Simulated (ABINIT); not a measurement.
# Calculated records

```xyz
2
Lattice="-2.159 2.159 1.853 2.159 -2.159 1.853 2.159 2.159 -1.853" Properties=species:S:1:pos:R:3 pbc="T T T" subject="Quasiparticle gap of H (I4/mmm) in ABINIT" method="RPA screening on PBEsol, plane waves, norm-conserving pseudopotentials (and 2 further levels or steps)" program="ABINIT 10.8.3" settings="cutoff 32 Ha, PseudoDojo scalar-relativistic 0.4.1 standard, norm-conserving, ngkpt (4, 4, 4), nband 20, ecuteps 3.2 Ha, inclvkb 2, shiftk (0, 0, 0), frequency ppm, 4×4×4 k-mesh" cost="5 runs, 14 s in all on 4 MPI ranks of Arm Neoverse V1, shared host" notes="The program’s warnings: nkpt*nsppol () is not a multiple of nproc spkpt (). The cell and positions are those that the Materials Project relaxed with its own functionals (PBE, PBE+U or r2SCAN), kept fixed. The 4×4×4 mesh is coarse for this cell, which bears on the long-range parts of exchange and screening." pbesol_gap="9.44 eV, indirect" g0w0_gap_on_the_mesh="15.70 eV" gw_settings="4×4×4 mesh, 20 bands, screening to 87.1 eV, Godby-Needs plasmon pole" known_limits="short of the basis limit; coarse k mesh"
H     0.000    0.000    3.336
H     0.000    0.000    0.371
```

[Long decimals in the printed logs are rounded to 6 places.]

[Logs are printed without paths, hosts, clocks, repeated set-up lines and the standing remarks that a program may print on its own settings, such as how far it seeks lower states.]

[Paths, hosts, dates, memory and timing lines, banners, echoed tables and standing remarks are left out of the program output; an Ansatz launch command may be rebuilt from the run's recorded settings. Measured values are a selection of at most five: reports struck by readers or far from the other reports are left out. None is set beside runs whose start may be inverted or whose files or cutoffs have a known fault.]

[Runs of the session that timed out or met a known fault of the program may be left out.]

[Hosts, paths, dates, database ids (printed as entryN), source tags and the programs' standing remarks are cut or masked in the printed files.]

[G0W0 gaps are taken among the corrected bands and points alone; a level outside them can change the order at an edge.]

[Where Ansatz stands beside ABINIT at settings called matched, ABINIT's density can come from a denser mesh and the files from another edition; pairs whose starting gaps differed by over 0.03 eV were left out, so agreement reads better than it is.]
